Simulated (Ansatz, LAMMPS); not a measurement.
# Relaxing ionic liquid triethylsulfonium TFSI- with water, from a frame at 300 K (120 atoms), part 2 of 2

Aim: bring ionic liquid triethylsulfonium TFSI- with water, from a frame at 300 K (120 atoms) to a nearby minimum of the energy and see what moves.

Ansatz 0.2.0; Kohn-Sham DFT, PBE+D3(BJ), PAW (set soft_2), plane waves.

The cell: 24 C, 9 S, 51 H, 3 N, 15 O and 18 F. The network of contacts between molecules at the start is that of the classical potential that made the cell. The density was typed from a rule of thumb and may lie off the real one at this temperature. Sampling is at Γ alone, for a cell whose shortest periodic width is 11 Å.

So far, density (g/cm³): step 5 (distances and neighbours after relaxation) 1.54.

## 6. Single point at the relaxed geometry

One more single point at the end of the walk gives the fuller output and checks the residual forces.

Contents of input.yaml:

```yaml
crystal:
  lattice:
    - [11.06223, 0.0, 0.0]
    - [0.0, 11.06223, 0.0]
    - [0.0, 0.0, 11.06223]
  atoms:
    - { symbol: C, position: [0.20118, 0.38291, 0.008] }
    - { symbol: C, position: [0.09571, 0.45241, 0.06131] }
    - { symbol: S, position: [0.00359, 0.51781, 0.9417] }
    - { symbol: C, position: [0.92441, 0.63938, 0.01941] }
    - { symbol: C, position: [0.85607, 0.59172, 0.1287] }
    - { symbol: C, position: [0.11422, 0.5998, 0.85164] }
    - { symbol: C, position: [0.05273, 0.68183, 0.76023] }
    - { symbol: H, position: [0.17453, 0.32326, 0.93363] }
    - { symbol: H, position: [0.27217, 0.44316, 0.9754] }
    - { symbol: H, position: [0.23935, 0.32661, 0.07985] }
    - { symbol: H, position: [0.03378, 0.39261, 0.1104] }
    - { symbol: H, position: [0.12489, 0.52564, 0.12116] }
    - { symbol: H, position: [0.99186, 0.70736, 0.04482] }
    - { symbol: H, position: [0.86269, 0.67492, 0.95051] }
    - { symbol: H, position: [0.79337, 0.51911, 0.10393] }
    - { symbol: H, position: [0.80307, 0.66628, 0.16703] }
    - { symbol: H, position: [0.91821, 0.55927, 0.19869] }
    - { symbol: H, position: [0.17349, 0.6493, 0.91391] }
    - { symbol: H, position: [0.16643, 0.52828, 0.8067] }
    - { symbol: H, position: [0.00815, 0.75937, 0.80266] }
    - { symbol: H, position: [0.98603, 0.63223, 0.70641] }
    - { symbol: H, position: [0.12178, 0.71743, 0.6988] }
    - { symbol: C, position: [0.47656, 0.16034, 0.13734] }
    - { symbol: C, position: [0.55963, 0.12369, 0.03426] }
    - { symbol: S, position: [0.67776, 0.02183, 0.08521] }
    - { symbol: C, position: [0.76338, 0.11087, 0.19419] }
    - { symbol: C, position: [0.80183, 0.23594, 0.15337] }
    - { symbol: C, position: [0.77821, 0.01774, 0.95507] }
    - { symbol: C, position: [0.73071, 0.93617, 0.85523] }
    - { symbol: H, position: [0.43019, 0.08272, 0.17786] }
    - { symbol: H, position: [0.40754, 0.22021, 0.09908] }
    - { symbol: H, position: [0.52426, 0.21084, 0.20815] }
    - { symbol: H, position: [0.60371, 0.2015, 0.99154] }
    - { symbol: H, position: [0.51108, 0.0721, 0.96425] }
    - { symbol: H, position: [0.84096, 0.05263, 0.21533] }
    - { symbol: H, position: [0.70563, 0.11324, 0.27485] }
    - { symbol: H, position: [0.86171, 0.23237, 0.07459] }
    - { symbol: H, position: [0.72484, 0.29417, 0.13129] }
    - { symbol: H, position: [0.85243, 0.27697, 0.22819] }
    - { symbol: H, position: [0.79015, 0.11117, 0.92438] }
    - { symbol: H, position: [0.86376, 0.98481, 0.99283] }
    - { symbol: H, position: [0.7938, 0.94276, 0.77884] }
    - { symbol: H, position: [0.64057, 0.96321, 0.82425] }
    - { symbol: H, position: [0.72635, 0.84159, 0.88443] }
    - { symbol: C, position: [0.61186, 0.46939, 0.34785] }
    - { symbol: C, position: [0.59699, 0.56197, 0.44855] }
    - { symbol: S, position: [0.70433, 0.6849, 0.43125] }
    - { symbol: C, position: [0.84716, 0.61278, 0.47033] }
    - { symbol: C, position: [0.95353, 0.69704, 0.44951] }
    - { symbol: C, position: [0.67675, 0.779, 0.56387] }
    - { symbol: C, position: [0.55357, 0.83952, 0.5588] }
    - { symbol: H, position: [0.69423, 0.41523, 0.35806] }
    - { symbol: H, position: [0.53378, 0.4085, 0.3523] }
    - { symbol: H, position: [0.61147, 0.51183, 0.25823] }
    - { symbol: H, position: [0.50661, 0.603, 0.44448] }
    - { symbol: H, position: [0.60922, 0.52375, 0.53935] }
    - { symbol: H, position: [0.83788, 0.58274, 0.56444] }
    - { symbol: H, position: [0.85155, 0.53219, 0.41264] }
    - { symbol: H, position: [0.03777, 0.64764, 0.46771] }
    - { symbol: H, position: [0.9579, 0.72929, 0.35586] }
    - { symbol: H, position: [0.95106, 0.77579, 0.50957] }
    - { symbol: H, position: [0.68766, 0.71966, 0.64268] }
    - { symbol: H, position: [0.75079, 0.84527, 0.56199] }
    - { symbol: H, position: [0.47977, 0.77353, 0.55649] }
    - { symbol: H, position: [0.54495, 0.89978, 0.48056] }
    - { symbol: H, position: [0.54079, 0.89336, 0.64114] }
    - { symbol: "N", position: [0.24014, 0.94012, 0.16735] }
    - { symbol: S, position: [0.11878, 0.01406, 0.1481] }
    - { symbol: O, position: [0.12919, 0.12876, 0.21051] }
    - { symbol: O, position: [0.00673, 0.94574, 0.15926] }
    - { symbol: C, position: [0.12559, 0.05341, 0.98374] }
    - { symbol: F, position: [0.10649, 0.95278, 0.91802] }
    - { symbol: F, position: [0.23332, 0.10038, 0.95649] }
    - { symbol: F, position: [0.03868, 0.13478, 0.95626] }
    - { symbol: S, position: [0.25823, 0.80281, 0.12921] }
    - { symbol: O, position: [0.16093, 0.72037, 0.16116] }
    - { symbol: O, position: [0.31084, 0.78896, 0.00898] }
    - { symbol: C, position: [0.38429, 0.76542, 0.23575] }
    [... 36 atom lines left out ...]
    - { symbol: O, position: [0.4162, 0.95364, 0.82428] }
    - { symbol: H, position: [0.37733, 0.8975, 0.88022] }
    - { symbol: H, position: [0.34938, 0.9987, 0.78874] }
    - { symbol: O, position: [0.31208, 0.52731, 0.46602] }
    - { symbol: H, position: [0.31924, 0.48438, 0.54275] }
    - { symbol: H, position: [0.269, 0.46957, 0.41354] }
kpoints:
  mp_grid: { grid: [1, 1, 1] }
hamiltonian:
  xc: pbe
  dispersion: d3bj
scf:
  occupations: { method: fermi_dirac, width: 0.05 }
output:
  forces: true
  stress: true
  populations: true
  dos:
    method: { smearing: { sigma: 0.08 } }
    de: 0.1
    projected: { site_lists: { C: [C], F: [F], H: [H], "N": ["N"], O: [O] } }
  eigenvalues: true
  write_density: true
  write_potential: true
  volumetric_format: npy
  elf: true
```

Command:

```
$ ansatz run input.yaml --threads 4 --pin off --max-ram 8192MiB --backend cpu --events-out ev --progress --plain --runs-dir out
```

It took 16 s on 4 threads of Arm Neoverse V2, shared host; peak memory 1.6 GiB; 61 s of CPU time.

The program notes that the exchange-correlation potential is rough where the density is thin.

The run gave:

| Item | Value |
| --- | --- |
| free energy | -39159.3482 eV |
| free energy per atom | -326.3279 eV/atom |
| SCF cycles | 10 |
| pressure | 0.08864 GPa |
| r.m.s. force component | 0.0028 eV/Å |
| longest force | 0.02082 eV/Å |
| Fermi energy | 2.448 eV |
| gap (highest filled to lowest empty level) | 4.731 eV |
| spilling of the projection | 0.01517 |

Löwdin charges by element and coordination (they lack the spilled electrons, 0.055 e an atom on average):

| element | coordination | atoms | mean charge (e) | spread | least | most |
| --- | --- | --- | --- | --- | --- | --- |
| C | all | 24 | -0.134 | 0.466 | -0.464 | 0.681 |
| F | all | 18 | -0.211 | 0.0104 | -0.228 | -0.191 |
| H | all | 51 | 0.234 | 0.0617 | 0.182 | 0.408 |
| N | all | 3 | -0.905 | 0.0059 | -0.913 | -0.899 |
| O | all | 15 | -0.734 | 0.0138 | -0.758 | -0.702 |
| O | 1 | 12 | -0.735 | 0.0097 | -0.753 | -0.718 |
| O | 2 | 3 | -0.728 | 0.0232 | -0.758 | -0.702 |
| S | all | 9 | 1.71 | 0.662 | 0.763 | 2.19 |
| S | 3 | 3 | 0.773 | 0.0078 | 0.763 | 0.782 |
| S | 4 | 6 | 2.18 | 0.0086 | 2.16 | 2.19 |

States in the cell by windows of 1 eV, zero at the Fermi level; the larger projections on atomic orbitals stand beside the total:

| from (eV) | to (eV) | total | C p | O p | F p | H s |
| --- | --- | --- | --- | --- | --- | --- |
| -14 | -13 | 6.0 | 0.1 | 0.1 | 2.3 | 0.0 |
| -13 | -12 | 13.6 | 2.7 | 0.1 | 0.7 | 3.8 |
| -12 | -11 | 30.8 | 6.2 | 0.6 | 16.8 | 0.6 |
| -11 | -10 | 9.6 | 2.1 | 0.1 | 3.4 | 1.3 |
| -10 | -9 | 8.5 | 0.4 | 3.5 | 0.9 | 0.5 |
| -9 | -8 | 34.0 | 11.2 | 6.7 | 3.6 | 5.1 |
| -8 | -7 | 54.1 | 7.5 | 8.1 | 28.4 | 3.2 |
| -7 | -6 | 56.1 | 14.1 | 3.3 | 31.0 | 4.7 |
| -6 | -5 | 36.0 | 13.7 | 7.2 | 2.3 | 8.4 |
| -5 | -4 | 40.4 | 6.9 | 21.0 | 1.0 | 4.4 |
| -4 | -3 | 23.9 | 1.8 | 13.6 | 1.8 | 0.5 |
| -3 | -2 | 10.9 | 0.2 | 8.0 | 0.1 | 0.0 |
| -2 | 2 | 0.0 | 0.0 | 0.0 | 0.0 | 0.0 |
| 2 | 3 | 13.6 | 3.2 | 0.2 | 0.1 | 1.2 |
| 3 | 4 | 21.0 | 3.5 | 2.1 | 0.9 | 2.2 |
| 4 | 5 | 35.8 | 6.7 | 3.1 | 1.6 | 5.1 |

The curve was stored every 0.10 eV, coarse against its broadening of 0.08 eV, so these counts are rough.

Between -26 and -14 eV lie 72 more states.

About 36 of the 432 electrons lie in deeper levels, below the stored range.

Not all projections were asked for or kept, so they needn't add up to the total.

The levels nearest the highest filled one (over half full), pooled over k-points and spins:

| level less the highest filled one (eV) | occupation |
| --- | --- |
| -0.641 | 2 |
| -0.593 | 2 |
| -0.577 | 2 |
| -0.532 | 2 |
| -0.341 | 2 |
| 0 | 2 |
| 4.73 | 0 |
| 4.84 | 0 |
| 4.87 | 0 |
| 5.02 | 0 |
| 5.09 | 0 |
| 5.11 | 0 |

ELF in the bc plane at fractional x = 0.114, with atoms of C and H and S and O and F within 0.2 Å of it. It is the smooth field of the valence electrons, not physical close to the nuclei.

Ten even steps from '0' (0.01 × 1e-1) to '9' (9.95 × 1e-1), each cell a mean:
```
6225432015643333322232000015776
7433331027852012345776200026866
6211110016740002554676200015777
3000000001200014762265210002566
0012100000000037886786432000010
1466531000000016754567764100000
3567631000000000101379997200001
4676410000000000000279997100012
4245311100000000000148861000024
6325556640000000000000100000026
8756788862000000000000000000147
6435789851000000000353000001235
1014888510000000001576200046664
2002453100232000001464100378667
4000000003886300000111000278787
1000000014897420000000000035664
0135641013677530000000000000100
2368885002566520000013442000001
5676687200121000100157875100134
2476787300000126861168887200244
0256665100023469993168886200243
7863110000135459993026664100135
8983000000147526751001221000014
6654210001247765410000000000112
```
Columns run along b (11.1 Å), rows up along c (11.1 Å). Atoms in or near the plane, at fractional coordinates: C at (0.60, 0.85), H at (0.53, 0.12), H at (0.72, 0.70), S at (0.01, 0.15), O at (0.13, 0.21), C at (0.05, 0.98), F at (0.95, 0.92), F at (0.92, 0.41), H at (0.35, 0.36).

Electrostatic potential energy in the bc plane at fractional x = 0.114, with atoms of C and H and S and O and F within 0.2 Å of it. With pseudopotentials it is smooth inside the atoms' cores, unlike the true potential.

Ten even steps from '_' (-42 eV) to '@' (7 eV), each cell a mean:
```
..____--##@@@@@@@@@@@@@@%%%%%%%%%%%%@@@@@@@@@@@@@@@@@@@@##==--
::====**%%@@@@@@@@@@@@@@@@@@%%%%%%%%####%%@@@@@@@@@@@@%%::____
**%%%%%%@@@@@@@@@@@@@@@@@@@@@@%%%%==....**%%@@@@@@@@@@@@==....
@@@@@@@@@@@@@@@@@@@@@@@@@@@@@@%%##::____--%%@@@@@@@@@@@@@@%%%%
@@@@@@@@@@@@@@@@@@@@@@@@@@@@@@@@%%**----**##%%@@@@@@@@@@@@@@@@
@@@@@@@@@@@@@@@@@@@@@@@@@@@@@@@@@@%%%%%%##**##%%@@@@@@@@@@@@@@
%%%%##%%@@@@@@@@@@@@@@@@@@@@@@@@@@@@@@@@%%++--**@@@@@@@@@@@@@@
++----**%%@@@@@@@@@@@@@@@@@@@@@@@@@@@@@@@@**--**@@@@@@@@@@@@%%
..____::##@@@@@@@@@@@@@@@@@@@@@@@@@@@@@@@@@@@@@@@@@@@@@@@@%%**
______::**%%@@@@@@@@@@@@@@@@@@@@@@@@@@@@@@@@@@@@@@@@@@@@@@%%++
==----++++==##@@@@@@@@@@@@@@@@@@@@@@@@@@@@@@@@@@@@@@@@@@%%%%##
####%%%%**==##@@@@@@@@@@@@@@@@@@@@@@@@@@@@@@@@@@@@@@@@%%%%####
%%@@@@@@@@@@@@@@@@@@@@@@@@@@@@@@@@@@@@@@@@@@@@@@@@@@@@##====##
@@@@@@@@@@@@@@@@@@@@@@@@@@@@@@@@@@@@@@@@@@@@@@@@@@@@%%::____++
@@@@@@@@@@@@@@@@@@@@**==%%@@@@@@@@@@@@@@@@@@@@@@@@@@@@--__..##
@@@@@@@@@@@@@@@@@@%%==::**@@@@@@@@@@@@@@@@@@@@@@@@@@@@@@%%%%@@
@@@@@@@@@@@@@@@@@@@@%%##%%@@@@@@@@@@@@@@@@@@@@@@@@@@@@@@@@@@@@
%%%%%%**++##@@@@@@@@@@@@@@@@@@@@@@@@@@@@@@@@@@@@@@@@@@@@@@@@@@
==++==____::%%@@@@@@@@@@@@@@@@@@@@@@@@@@@@@@%%@@@@@@@@@@@@%%++
____......++@@@@@@@@@@@@@@@@@@@@%%@@@@@@@@**==**@@@@@@@@%%++..
..__::**##@@@@@@@@@@@@@@@@%%%%**::**@@@@@@##==**@@@@@@@@%%==__
..::++%%@@@@@@@@@@@@@@@@##::..----##@@@@@@@@@@@@@@@@@@@@%%**--
**++**##%%@@@@@@@@@@@@%%++____..##@@@@@@@@@@@@@@@@@@@@@@@@%%##
--____==%%@@@@@@@@@@@@%%##==--**%%@@@@@@@@@@@@@@@@@@@@@@@@%%##
```
Columns run along b (11.1 Å; values clipped at the 3rd and 97th percentile), rows up along c (11.1 Å). Atoms in or near the plane, at fractional coordinates: C at (0.60, 0.85), H at (0.53, 0.12), H at (0.72, 0.70), S at (0.01, 0.15), O at (0.13, 0.21), C at (0.05, 0.98), F at (0.95, 0.92), F at (0.92, 0.41), H at (0.35, 0.36).

Mean Löwdin charges: C -0.13, F -0.21, H +0.23, N -0.91, O -0.73, S +1.71 e (they miss 1.5 % of the electrons, so they add up to more than the cell's charge).

Local excerpt of 14 atoms (numbers count through the whole input) about H119, picked at random; x, y, z are measured from there.

| atom | x | y | z | distance (Å) | bonds | Löwdin charge (e) |
| --- | --- | --- | --- | --- | --- | --- |
| H119 | 0.00 | 0.00 | 0.00 | 0.00 | 1 | 0.39 |
| O118 | -0.08 | 0.47 | -0.85 | 0.98 | 2 | -0.76 |
| H120 | -0.56 | -0.16 | -1.43 | 1.54 | 1 | 0.39 |
| O92 | 0.25 | -0.96 | 1.66 | 1.94 | 1 | -0.72 |
| H55 | 2.07 | 1.31 | -1.09 | 2.68 | 1 | 0.23 |
| S90 | 1.47 | -1.43 | 2.31 | 3.09 | 4 | 2.17 |
| O112 | -1.58 | -1.30 | -2.45 | 3.19 | 2 | -0.70 |
| H56 | 3.21 | 0.44 | -0.04 | 3.24 | 1 | 0.22 |
| H53 | 2.37 | -0.84 | -2.11 | 3.28 | 1 | 0.23 |
| C46 | 3.07 | 0.86 | -1.04 | 3.36 | 4 | -0.35 |
| N82 | 2.61 | -0.32 | 2.14 | 3.39 | 2 | -0.91 |
| F95 | 2.48 | -2.31 | -0.01 | 3.39 | 1 | -0.22 |
| H19 | -1.69 | 0.49 | 2.92 | 3.41 | 1 | 0.23 |
| H114 | -2.43 | -1.44 | -2.00 | 3.46 | 1 | 0.40 |

The column of bonds counts only the pairs H-C within 1.34 Å, H-O within 1.21 Å, C-C within 1.85 Å, C-F within 1.62 Å, C-S within 2.21 Å, O-S within 1.88 Å, S-N within 2.02 Å; other neighbours, such as metal atoms beside each other in a compound, aren't counted, and periodic images can show an atom twice.

## 7. A run with a doubtful setting

The input is spoilt on purpose; the run shows how that looks.

This step: Kohn-Sham DFT, PBE+D3(BJ), PAW (set soft_2), localised support functions (low), truncated density matrix (Ansatz 0.2.0).

Contents of input.yaml:

```yaml
crystal:
  lattice:
    - [11.06223, 0.0, 0.0]
    - [0.0, 11.06223, 0.0]
    - [0.0, 0.0, 11.06223]
  atoms:
    [... the 120 atom lines of step 3 ...]
kpoints:
  mp_grid: { grid: [1, 1, 1] }
hamiltonian:
  xc: pbe
  dispersion: d3bj
scf:
  occupations: { method: fermi_dirac, width: 0.05 }
  eigensolver:
    kind:
      support_functions: { accuracy: low, density_matrix: { truncated: {} } }
  max_iter: 60
output:
  forces: true
  eigenvalues: true
  populations: true
```

Elapsed: 0.03 s, on 4 threads; peak memory 0.032 GiB; 0.03 s of CPU time.

The program refused the input before any cycle.

The program's message: “Error: 2 input errors — fix all and re-run”

The fault in the input: levels asked of a truncated density matrix (support_functions.accuracy = "low" and support_functions.density_matrix.truncated = {}). The fix is to ask for no levels or populations, or keep the full density matrix.

## 8. Changed: scf.lower_state_search = "light"

Changed here: scf.lower_state_search = "light".

This step: Kohn-Sham DFT, PBE+D3(BJ), PAW (set soft_2), plane waves (Ansatz 0.2.0).

input.yaml, the sections that differ from step 7:

```yaml
scf:
  occupations: { method: fermi_dirac, width: 0.05 }
  lower_state_search: light
output:
  forces: true
  stress: true
  populations: true
  dos:
    method: { smearing: { sigma: 0.15 } }
    de: 0.1
    projected: { site_lists: { C: [C], F: [F], H: [H], "N": ["N"], O: [O] } }
  eigenvalues: true
# crystal, kpoints, hamiltonian: as in step 7
```

It took 15 s on 4 threads; peak memory 1.6 GiB.

Geometry and reference: those of the single point at the start.

Forces differ from those of the single point at the start by 0 meV/Å r.m.s., 0 % of their size. It took 1.0 times the reference's time (shared host, so rough). The change had no effect here: energy, forces and cycles are those of the reference.

## 9. Results

| Item | Value |
| --- | --- |
| energy change in the relaxation | -69.86 meV/atom |
| r.m.s. displacement | 0.915 Å |
| largest displacement | 1.981 Å |
| free energy per atom | -326.3279 eV/atom |
| pressure | 0.08864 GPa |
| r.m.s. force component | 0.0028 eV/Å |
| gap (highest filled to lowest empty level) | 4.731 eV |
| wall time of the 4 DFT runs | 8 min |

Relaxation lowers the energy by 69.9 meV/atom and moves atoms by 0.92 Å r.m.s.; the r.m.s. force component goes from 1.0 to 0.0028 eV/Å, the pressure goes from 2.1 to 0.089 GPa, and the gap from 3.00 to 4.73 eV. By the final cutoffs no bond was broken or made. First to last step the energy falls by 8.383 eV; the largest move, 1.98 Å, is that of F88. The S-N bonds go from 1.563 Å (spread 0.022) to 1.591 Å (spread 0.010). With the cutoffs above, all C atoms have 4, all F atoms have 1, all H atoms have 1 and all N atoms have 2 bonded neighbours. The highest filled and lowest empty levels differ by 4.73 eV (at Γ alone); a semilocal functional tends to put such gaps too low. In a disordered cell it changes from sample to sample and from frame to frame.

What to keep in mind: The network of contacts between molecules at the start is that of the classical potential that made the cell; in DFT atoms moved by 0.92 Å r.m.s.

[Logs are printed without paths, hosts, clocks, repeated set-up lines and the standing remarks that a program may print on its own settings, such as how far it seeks lower states.]

[Hosts, paths, dates, database ids (printed as entryN), source tags and the programs' standing remarks are cut or masked in the printed files.]
